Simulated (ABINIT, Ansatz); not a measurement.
### Quasiparticle gap of Bi2S2O (P4/nmm) in ABINIT

Symmetry: P4/nmm, No. 129, tetragonal system. Conventional cell: a = 3.954 Å, b = 3.954 Å, c = 14.051 Å, α = 90.00°, β = 90.00°, γ = 90.00°. Nearest to Bi lie 5 S at 2.52 to 2.82 Å. Nearest to Bi lie 4 O at 2.34 Å and 4 S at 3.12 Å. Nearest to S lie 4 Bi at 2.82 Å. S has 5 Bi at 2.52 to 3.12 Å nearest. Nearest to O lie 4 Bi at 2.34 Å. Farther neighbours, and contacts between anions beyond the nearest, are not listed.

| Property | Result |
| --- | --- |
| method | RPA screening on PBEsol, plane waves, norm-conserving pseudopotentials (and 2 further levels or steps) |
| program | ABINIT 10.8.3 |
| settings | cutoff 42 Ha, PseudoDojo scalar-relativistic 0.4 stringent, norm-conserving, ngkpt (4, 4, 1), nband 420, ecuteps 6.5 Ha, inclvkb 2, shiftk (0, 0, 0), symchi 1, awtr 1, frequency ppm, 4×4×1 k-mesh |
| cost | 5 runs, 41 min in all on 8 MPI ranks of AMD EPYC 9R45, shared host |
| notes | The program’s warnings: nproc spkpt=  >= nkpt= * nsppol=. The cell and positions are those that the Materials Project relaxed with its own functionals (PBE, PBE+U or r2SCAN), kept fixed. Limits: no spin-orbit coupling. The 4×4×1 mesh is coarse for this cell, which bears on the long-range parts of exchange and screening. |
| PBEsol gap | 0.95 eV, direct |
| G0W0 gap on the mesh | 1.33 eV |
| GW settings | 4×4×1 mesh, 420 bands, screening to 176.9 eV, Godby-Needs plasmon pole |
| known limits | short of the basis limit; no spin-orbit coupling; coarse k mesh |

G0W0 moves the gap on the mesh from 0.95 eV to 1.33 eV (+0.38 eV), with Z of 0.79 and 0.80 at the edges. Local fields lower the RPA ε∞ on this mesh from 26.80 to 24.75; a Γ-centred mesh this coarse tends to raise both, most where the direct gap is narrow, while a short band sum lowers them.

[Paths, hosts, dates, memory and timing lines, banners, echoed tables and standing remarks are left out of the program output; an Ansatz launch command may be rebuilt from the run's recorded settings. Measured values are a selection of at most five: reports struck by readers or far from the other reports are left out. None is set beside runs whose start may be inverted or whose files or cutoffs have a known fault.]

[Runs of the session that timed out or met a known fault of the program may be left out.]

[Hosts, paths, dates, database ids (printed as entryN), source tags and the programs' standing remarks are cut or masked in the printed files.]

[G0W0 gaps are taken among the corrected bands and points alone; a level outside them can change the order at an edge.]

[Where Ansatz stands beside ABINIT at settings called matched, ABINIT's density can come from a denser mesh and the files from another edition; pairs whose starting gaps differed by over 0.03 eV were left out, so agreement reads better than it is.]
